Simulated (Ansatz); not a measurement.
# Be4Sb2Se (built on the Ca4Sb2O structure): a soft mode frozen in, part 2 of 3

Aim: this structure of Be4Sb2Se (built on the Ca4Sb2O structure) is to be tested for unstable modes, and one is followed downhill.

Ansatz 0.2.0; DFT LDA, scalar-relativistic, plane waves, norm-conserving pseudopotentials.

So far. Step 4 (The mode frozen in, largest atomic shift 0.6 Å): The run ends at a pressure of -1.42 GPa, with forces up to 0.95 eV/Å. Step 5 (Energy along the mode, all amplitudes (two of the runs …): The energy still falls at the last step, so the rise lies beyond the steps tried.

The structure was built from a prototype and need not be the compound's stable phase.

### Step 6. Relaxing from the distorted cell

Starting from the lowest point found, all atoms and the cell are let go, so that strain and other modes of the same symmetry can join in.

The input, input.yaml:

```yaml
crystal:
  lattice:
    - [-2.2229795193, 2.2229795193, 6.1987300739]
    - [2.2229795193, -2.2229795193, 6.1987300739]
    - [2.2229795193, 2.2229795193, -6.1987300739]
  atoms:
    - { symbol: Be, position: [0.5151164744, -0.0058516321, 0.5092648422] }
    - { symbol: Be, position: [0.0058516321, 0.4848835256, 0.4907351578] }
    - { symbol: Be, position: [0.2317995885, 0.4226533795, 0.0] }
    - { symbol: Be, position: [0.5773466205, 0.7682004115, 0.0] }
    - { symbol: Sb, position: [0.1416978377, 0.1352866049, 0.0] }
    - { symbol: Sb, position: [0.8647133951, 0.8583021623, 0.0] }
    - { symbol: Se, position: [0.5095023388, 0.4904976612, 0.0] }
kpoints:
  mp_grid: { grid: [12, 12, 12] }
hamiltonian:
  xc: lda
  pseudopotentials: { kind: nc }
scf:
  occupations: { method: methfessel_paxton, width: 0.2 }
output:
  forces: true
  stress: true
  eigenvalues: true
relax:
  adjacent_minimum: "off"
  f_tol: 0.002
  max_steps: 120
  cell: { stress_tol: 0.03 }
```

Command:

```bash
> ansatz run input.yaml --threads 8 --pin off --max-ram 14336MiB --backend cpu --events-out ev --progress --plain --runs-dir out
```

Output:

```text
[...]
Crystal: 7 atoms, lattice volume = 122.528 Å³
Basis set: ecut = 1197.300995 eV, 11563 PW (Γ), FFT grids on a1+a3, a2+a3, a3
Bands: 38, of which v1, the nominal top of the filled ones, is band 31 counted from 1 (30 counted from 0)
Symmetry: 4 space group operations
[...]
k-points: 280 of 1728 (time reversal used)
[...]
SCF iter   1: F=—  HF=-9737.732327 eV  |F-HF|=—  |Δ(HF+E_count)|=         —  Δρ=4.33e-2  dr2=4.88e0  ethr=3.10e-3  ⟨swp⟩=9.2  Hψ=55285  notcnv=0
[...]
SCF iter   8: F=-9736.268432 eV  HF=-9736.268432 eV  |F-HF|=2.24e-8  |Δ(HF+E_count)|=   2.52e-8  S|Δr|=    0.00e0  Δρ=6.45e-6  dr2=4.71e-8  ethr=1.61e-10  ⟨swp⟩=15.7  Hψ=70643  notcnv=0
SCF 1 converged in 8 iterations: F = -9736.268432 eV  dr2 = 4.71e-8
relax step   1: F+E_penalty+E_count = -9736.26843155 eV  Δ(F+E_penalty+E_count) = +0.000e0 eV  max|allowed force component| = 6.841e-1 eV/Å  Δτ_max = 0.0000 Å  P = -1.423 GPa  Ω = 122.528 Å³  (8 SCF iters, dr2 threshold 1.00e-7 eV, accepted)
Crystal: 7 atoms, lattice volume = 120.938 Å³
Basis set: ecut = 1197.300995 eV, 11391 PW (Γ), FFT grids on a1+a3, a2+a3, a3
[...]
iter 1 solved again at ethr=5.74e-4 eV; its pass at ethr=3.10e-3 eV (dr2=3.56e-1 eV) is discarded
[...]
SCF iter   7: F=-9736.965042 eV  HF=-9736.965042 eV  |F-HF|=1.09e-7  |Δ(HF+E_count)|=   1.15e-7  S|Δr|=    0.00e0  Δρ=1.12e-5  dr2=1.80e-7  ethr=1.13e-9  ⟨swp⟩=10.4  Hψ=61258  notcnv=0
the search or the solves at the SCF's close seem to have found levels that the self-consistency loop had missed (the run counts 1). By its estimate they hold under 1e-12 electrons; where the run keeps them, the occupations were computed again with them
SCF 2 converged in 7 iterations: F = -9736.965042 eV  dr2 = 1.80e-7
relax step   2: F+E_penalty+E_count = -9736.96504224 eV  Δ(F+E_penalty+E_count) = -6.966e-1 eV  max|allowed force component| = 6.441e-1 eV/Å  Δτ_max = 0.1950 Å  P = -1.081 GPa  Ω = 120.938 Å³  energy of the carried Pulay correction = +1.477e-4 eV  (7 SCF iters, dr2 threshold 7.00e-7 eV, accepted)
Crystal: 7 atoms, lattice volume = 117.662 Å³
Basis set: ecut = 1197.300995 eV, 11087 PW (Γ), FFT grids on a1+a3, a2+a3, a3
[...]
SCF iter   7: F=-9737.381085 eV  HF=-9737.381085 eV  |F-HF|=4.81e-8  |Δ(HF+E_count)|=   1.69e-7  S|Δr|=    0.00e0  Δρ=8.62e-6  dr2=1.01e-7  ethr=1.13e-9  ⟨swp⟩=9.9  Hψ=57806  notcnv=0
[...]
SCF 3 converged in 7 iterations: F = -9737.381085 eV  dr2 = 1.01e-7
relax step   3: F+E_penalty+E_count = -9737.38108517 eV  Δ(F+E_penalty+E_count) = -4.160e-1 eV  max|allowed force component| = 6.980e-1 eV/Å  Δτ_max = 0.1953 Å  P = +1.206 GPa  Ω = 117.662 Å³  energy of the carried Pulay correction = +4.583e-4 eV  (7 SCF iters, dr2 threshold 7.00e-7 eV, accepted)
[... from here on, the SCF cycles and remarks between the steps are left out ...]
relax step   4: F+E_penalty+E_count = -9737.65836004 eV  Δ(F+E_penalty+E_count) = -2.773e-1 eV  max|allowed force component| = 6.212e-1 eV/Å  Δτ_max = 0.1953 Å  P = +0.400 GPa  Ω = 120.233 Å³  energy of the carried Pulay correction = +2.139e-4 eV  (6 SCF iters, dr2 threshold 7.00e-7 eV, accepted)
relax step   5: F+E_penalty+E_count = -9737.76035166 eV  Δ(F+E_penalty+E_count) = -1.020e-1 eV  max|allowed force component| = 2.711e-1 eV/Å  Δτ_max = 0.1939 Å  P = -0.290 GPa  Ω = 122.647 Å³  energy of the carried Pulay correction = -1.106e-5 eV  (7 SCF iters, dr2 threshold 7.00e-7 eV, accepted)
relax step   6: F+E_penalty+E_count = -9737.79448886 eV  Δ(F+E_penalty+E_count) = -3.414e-2 eV  max|allowed force component| = 1.541e-1 eV/Å  Δτ_max = 0.0774 Å  P = -0.163 GPa  Ω = 122.629 Å³  energy of the carried Pulay correction = -9.401e-6 eV  (6 SCF iters, dr2 threshold 7.00e-7 eV, accepted)
relax step   7: F+E_penalty+E_count = -9737.80160726 eV  Δ(F+E_penalty+E_count) = -7.118e-3 eV  max|allowed force component| = 5.804e-2 eV/Å  Δτ_max = 0.0422 Å  P = +0.118 GPa  Ω = 122.595 Å³  energy of the carried Pulay correction = -6.196e-6 eV  (6 SCF iters, dr2 threshold 7.00e-7 eV, accepted)
relax step   8: F+E_penalty+E_count = -9737.80583560 eV  Δ(F+E_penalty+E_count) = -4.228e-3 eV  max|allowed force component| = 2.074e-2 eV/Å  Δτ_max = 0.0169 Å  P = +0.032 GPa  Ω = 122.800 Å³  energy of the carried Pulay correction = -2.511e-5 eV  (5 SCF iters, dr2 threshold 7.00e-7 eV, accepted)
relax step   9: F+E_penalty+E_count = -9737.80609304 eV  Δ(F+E_penalty+E_count) = -2.574e-4 eV  max|allowed force component| = 1.025e-2 eV/Å  Δτ_max = 0.0085 Å  P = -0.014 GPa  Ω = 123.143 Å³  energy of the carried Pulay correction = -5.666e-5 eV  (5 SCF iters, dr2 threshold 1.29e-7 eV, accepted)
relax step  10: F+E_penalty+E_count = -9737.80617391 eV  Δ(F+E_penalty+E_count) = -8.087e-5 eV  max|allowed force component| = 3.312e-3 eV/Å  Δτ_max = 0.0039 Å  P = -0.003 GPa  Ω = 123.056 Å³  energy of the carried Pulay correction = -4.868e-5 eV  (5 SCF iters, dr2 threshold 6.56e-9 eV, accepted)
relax step  11: F+E_penalty+E_count = -9737.80617628 eV  Δ(F+E_penalty+E_count) = -2.370e-6 eV  max|allowed force component| = 2.606e-3 eV/Å  Δτ_max = 0.0009 Å  P = -0.003 GPa  Ω = 123.045 Å³  energy of the carried Pulay correction = -4.770e-5 eV  (5 SCF iters, dr2 threshold 6.86e-10 eV, accepted)
relax step  12: F+E_penalty+E_count = -9737.80617725 eV  Δ(F+E_penalty+E_count) = -9.647e-7 eV  max|allowed force component| = 9.235e-5 eV/Å  Δτ_max = 0.0003 Å  P = -0.000 GPa  Ω = 123.046 Å³  energy of the carried Pulay correction = -4.777e-5 eV  (4 SCF iters, dr2 threshold 4.24e-10 eV, accepted)
relax step  13: F+E_penalty+E_count = -9737.80737809 eV  Δ(F+E_penalty+E_count) = -1.201e-3 eV  max|allowed force component| = 9.120e-5 eV/Å  Δτ_max = 0.0000 Å  P = +0.032 GPa  Ω = 123.046 Å³  stress off target by 8.11e-2 GPa  SCF on the basis re-selected at this cell (its energy is not comparable with the rows above)  (5 SCF iters)
relax step  14: F+E_penalty+E_count = -9737.80739156 eV  Δ(F+E_penalty+E_count) = -1.347e-5 eV  max|allowed force component| = 7.478e-4 eV/Å  Δτ_max = 0.0006 Å  P = +0.001 GPa  Ω = 123.118 Å³  energy of the carried Pulay correction = -6.693e-6 eV  (4 SCF iters, dr2 threshold 1.65e-8 eV, accepted)
[...]
SCF iter   1: F=—  HF=-9737.807743 eV  |F-HF|=—  |Δ(HF+E_count)|=         —  Δρ=2.96e-6  dr2=7.30e-9  ethr=2.84e-7  ⟨swp⟩=4.7  Hψ=96242  notcnv=0
eigensolver tolerance schedule: the retry pair's looser diagonalisation over-reported the residual by 24157.06 of it (diagonalisation noise at an unbounded share of the residual, at the tolerance the schedule requests for it); recorded, not acted on — ethr = c·dr2/N_el stays at c = 1.0e-1
[...]
SCF iter   2: F=—  HF=-9737.807398 eV  |F-HF|=—  |Δ(HF+E_count)|=   3.45e-4  S|Δr|=    0.00e0  Δρ=1.58e-6  dr2=3.59e-9  ethr=1.18e-11  ⟨swp⟩=5.2  Hψ=38404  notcnv=0
[...]
SCF iter   6: F=-9737.807398 eV  HF=-9737.807398 eV  |F-HF|=3.64e-12  |Δ(HF+E_count)|=  7.28e-12  S|Δr|=    0.00e0  Δρ=6.20e-8  dr2=2.29e-12  ethr=1.00e-12  ⟨swp⟩=6.4  Hψ=50654  notcnv=0
SCF 15 converged in 6 iterations: F = -9737.807398 eV  dr2 = 2.29e-12
relax step  15: F+E_penalty+E_count = -9737.80739786 eV  Δ(F+E_penalty+E_count) = -6.302e-6 eV  max|allowed force component| = 7.674e-4 eV/Å  Δτ_max = 0.0000 Å  P = +0.001 GPa  Ω = 123.118 Å³  stress off target by 3.06e-3 GPa  SCF on the basis re-selected at this cell (its energy is not comparable with the rows above)  (6 SCF iters)
[...]
SCF converged after 6 iterations
[...]
Free energy (F): -9737.807398 eV
[...]
Internal energy: -9737.807927 eV  (E = F + TS)
E sigma→0 (E₀):  -9737.807530 eV
Entropy (-TS):   0.000529 eV (0.076 meV/atom)
Fermi energy:    8.613862 eV
[...]
--- Forces (eV/Å), atoms counted from 1 ---
  atom   1  Be     0.00039556     0.00076737     0.00000000
  atom   2  Be    -0.00076737    -0.00039556     0.00000000
  atom   3  Be     0.00034867    -0.00034867     0.00031843
  atom   4  Be     0.00034867    -0.00034867    -0.00031843
  atom   5  Sb    -0.00023068     0.00023068    -0.00066991
  atom   6  Sb    -0.00023068     0.00023068     0.00066991
  atom   7  Se     0.00013599    -0.00013599     0.00000000
  max |Σ_I F_I| component: 1.73e-7 eV/Å
--- Stress (GPa, compression-positive) ---
        0.001700      -0.001360       0.000000
       -0.001360       0.001700       0.000000
       -0.000000      -0.000000       0.000129
  P = ⅓ Tr σ = 0.0012 GPa (0.012 kbar)
--- Band table (eV; the first three rows and the last of 280) ---
  k-point 0: bands = [... 27 lower, 6.4483, 7.6805, 8.0515, 8.3666, 9.3276, 10.0578, 10.3526, 12.1263, ... 3 higher]
  k-point 1: bands = [... 27 lower, 6.9292, 7.7137, 8.1781, 8.2825, 8.4194, 10.3934, 10.6469, 12.5800, ... 3 higher]
  k-point 2: bands = [... 27 lower, 7.2515, 7.6588, 7.8056, 7.9989, 8.9154, 10.9264, 10.9703, 12.1465, ... 3 higher]
  k-point 279: bands = [... 27 lower, 6.3919, 7.0687, 7.8580, 8.1729, 8.2719, 9.8397, 10.3823, 11.0619, ... 3 higher]
--- Relaxed structure (13 steps of the walk, 13 accepted, 2 SCFs on fresh bases) ---
  F+E_penalty+E_count = -9737.80739786 eV   max|allowed force component| = 7.674e-4 eV/Å   (the final SCF, on the basis selected at the relaxed cell)
  cell:  # Å, volume = 123.1176 Å³
    - [-2.332592, 2.332592, 5.883588]
    - [2.332592, -2.332592, 5.883588]
    - [2.242740, 2.242740, -5.883588]
  atoms:
    - { symbol: Be, position: [0.658970, -0.027345, 0.631625] }
    - { symbol: Be, position: [0.027345, 0.341030, 0.368375] }
    - { symbol: Be, position: [0.183408, 0.507981, 0.0] }
    - { symbol: Be, position: [0.492019, 0.816592, 0.0] }
    - { symbol: Sb, position: [0.146809, 0.180024, 0.0] }
    - { symbol: Sb, position: [0.819976, 0.853191, 0.0] }
    - { symbol: Se, position: [0.517501, 0.482499, 0.0] }
```

It took 4.5 min on 8 threads of AMD EPYC 9B45 (Zen 5), shared host; peak memory 3.7 GiB; 35 min of CPU time.

Step by step:

| step | energy less that of the first step (eV) | largest force component (eV/Å) | pressure (GPa) | volume (Å³) |
| --- | --- | --- | --- | --- |
| 1 | 0.0000 | 0.6841 | -1.42 | 122.53 |
| 2 | -0.6966 | 0.6441 | -1.08 | 120.94 |
| 3 | -1.1127 | 0.6980 | 1.21 | 117.66 |
| 4 | -1.3899 | 0.6212 | 0.40 | 120.23 |
| 5 | -1.4919 | 0.2711 | -0.29 | 122.65 |
| 6 | -1.5261 | 0.1541 | -0.16 | 122.63 |
| 7 | -1.5332 | 0.0580 | 0.12 | 122.59 |
| 8 | -1.5374 | 0.0207 | 0.03 | 122.80 |
| 9 | -1.5377 | 0.0102 | -0.01 | 123.14 |
| 10 | -1.5377 | 0.0033 | 0.00 | 123.06 |
| 11 | -1.5377 | 0.0026 | 0.00 | 123.05 |
| 12 | -1.5377 | 0.0001 | 0.00 | 123.05 |
| 13* | -1.5389 | 0.0001 | 0.03 | 123.05 |
| 14 | -1.5390 | 0.0007 | 0.00 | 123.12 |
| 15* | -1.5390 | 0.0008 | 0.00 | 123.12 |

Relaxation steps marked * repeat the geometry before them on a plane-wave basis chosen anew for their cell, so energy and pressure can jump there.

Forces are held to the 4 operations that the program found; a distortion that breaks them can't arise in this run.

| conventional cell, symmetrised | before | after | change |
| --- | --- | --- | --- |
| a (Å) | 6.288 | 6.343 | +0.9 % |
| b (Å) | 12.397 | 11.767 | -5.1 % |
| c (Å) | 6.288 | 6.598 | +4.9 % |
| volume (Å³/atom) | 17.50 | 17.59 | +0.5 % |

The atoms that moved most (Å, as changes of fractional coordinates times the final cell):

| atom | dx | dy | dz | length |
| --- | --- | --- | --- | --- |
| Be1 | -0.111 | 0.660 | 0.000 | 0.669 |
| Be2 | -0.660 | 0.111 | 0.000 | 0.669 |
| Be3 | 0.312 | -0.312 | 0.217 | 0.492 |
| Be4 | 0.312 | -0.312 | -0.217 | 0.492 |
| Sb5 | 0.092 | -0.092 | 0.293 | 0.321 |
| Sb6 | 0.092 | -0.092 | -0.293 | 0.321 |
| Se7 | -0.037 | 0.037 | 0.000 | 0.053 |

Read from the output:

```
pressure        : 0.001176 GPa
volume per atom : 17.59 Å³
```

The distorted start has space group Fmm2; the relaxation ends in Fmm2.

### Step 7. The new phase in its own primitive cell

The relaxed structure is symmetrised, reduced to its primitive cell and relaxed tightly, as its phonons need.

The input, input.yaml:

```yaml
crystal:
  lattice:
    - [0.0, 5.8835879244, 3.2987836735]
    - [3.1717134731, 0.0, 3.2987836735]
    - [3.1717134731, 5.8835879244, 0.0]
  atoms:
    - { symbol: Be, position: [0.9726549083, 0.3410298404, 0.0273450917] }
    - { symbol: Be, position: [0.3410298404, 0.9726549083, 0.6589701596] }
    - { symbol: Be, position: [0.8165922057, 0.5079814266, 0.4920185734] }
    - { symbol: Be, position: [0.5079814266, 0.8165922057, 0.1834077943] }
    - { symbol: Sb, position: [0.8531909143, 0.1800237782, 0.8199762218] }
    - { symbol: Sb, position: [0.1800237782, 0.8531909143, 0.1468090857] }
    - { symbol: Se, position: [0.4824990395, 0.4824990395, 0.5175009605] }
kpoints:
  mp_grid: { grid: [8, 8, 8] }
hamiltonian:
  xc: lda
  pseudopotentials: { kind: nc }
scf:
  occupations: { method: methfessel_paxton, width: 0.2 }
output:
  forces: true
  stress: true
  eigenvalues: true
relax:
  adjacent_minimum: "off"
  f_tol: 0.001
  max_steps: 60
  cell: { stress_tol: 0.01 }
```

Output:

```text
[...]
Crystal: 7 atoms, lattice volume = 123.118 Å³
Basis set: ecut = 1197.300995 eV, 11603 PW (Γ)
Bands: 38, of which v1, the nominal top of the filled ones, is band 31 counted from 1 (30 counted from 0)
Symmetry: 4 space group operations
[...]
k-points: 95 of 512 (time reversal used)
[...]
- [3.172703, 0.0, 3.298864]
    - [3.172703, 5.888165, 0.0]
  atoms:
    - { symbol: Be, position: [0.972128, 0.339948, 0.027872] }
    - { symbol: Be, position: [0.339948, 0.972128, 0.660052] }
    - { symbol: Be, position: [0.816996, 0.508103, 0.491897] }
    - { symbol: Be, position: [0.508103, 0.816996, 0.183004] }
    - { symbol: Sb, position: [0.853342, 0.180204, 0.819796] }
    - { symbol: Sb, position: [0.180204, 0.853342, 0.146658] }
    - { symbol: Se, position: [0.483250, 0.483250, 0.516750] }
[key lines of the parts left out:]
SCF converged after 5 iterations
Free energy (F): -9737.808212 eV
Fermi energy:    8.626596 eV
P = ⅓ Tr σ = 0.0005 GPa (0.005 kbar)
```

Run time: 55 s. Hardware: 8 threads; peak memory 2 GiB; 7.2 min of CPU time.

Relaxation path:

| step | energy less that of the first step (eV) | largest force component (eV/Å) | pressure (GPa) | volume (Å³) |
| --- | --- | --- | --- | --- |
| 1 | 0.0000 | 0.0199 | 0.00 | 123.12 |
| 2 | -0.0001 | 0.0096 | 0.00 | 123.16 |
| 3 | -0.0001 | 0.0034 | -0.01 | 123.24 |
| 4 | -0.0001 | 0.0029 | 0.01 | 123.25 |
| 5 | -0.0001 | 0.0010 | 0.00 | 123.25 |
| 6 | -0.0001 | 0.0012 | 0.00 | 123.26 |
| 7 | -0.0001 | 0.0001 | 0.00 | 123.25 |
| 8* | -0.0001 | 0.0001 | 0.00 | 123.25 |

Relaxation steps marked * repeat the geometry before them on a plane-wave basis chosen anew for their cell, so energy and pressure can jump there.

Forces are held to the 4 operations that the program found; a distortion that breaks them can't arise in this run.

| conventional cell, symmetrised | before | after | change |
| --- | --- | --- | --- |
| a (Å) | 6.343 | 6.345 | +0.0 % |
| b (Å) | 11.767 | 11.776 | +0.1 % |
| c (Å) | 6.598 | 6.598 | +0.0 % |
| volume (Å³/atom) | 17.59 | 17.61 | +0.1 % |

Numbers from this step:

- pressure: 5.16e-4 GPa
- volume per atom: 17.61 Å³

The largest force component left is 0.083 meV/Å and the pressure is 0.001 GPa, within the tolerances set. The cell now holds 17.61 Å³/atom.

(Part 2 of 3 ends here.)

[Long decimals in the printed logs are rounded to 6 places.]

[Logs are printed without paths, hosts, clocks, repeated set-up lines and the standing remarks that a program may print on its own settings, such as how far it seeks lower states.]

[Hosts, paths, dates, database ids (printed as entryN), source tags and the programs' standing remarks are cut or masked in the printed files.]

[Where the starting crystal was built by hand or by swapping elements, it need not be the compound's stable phase.]
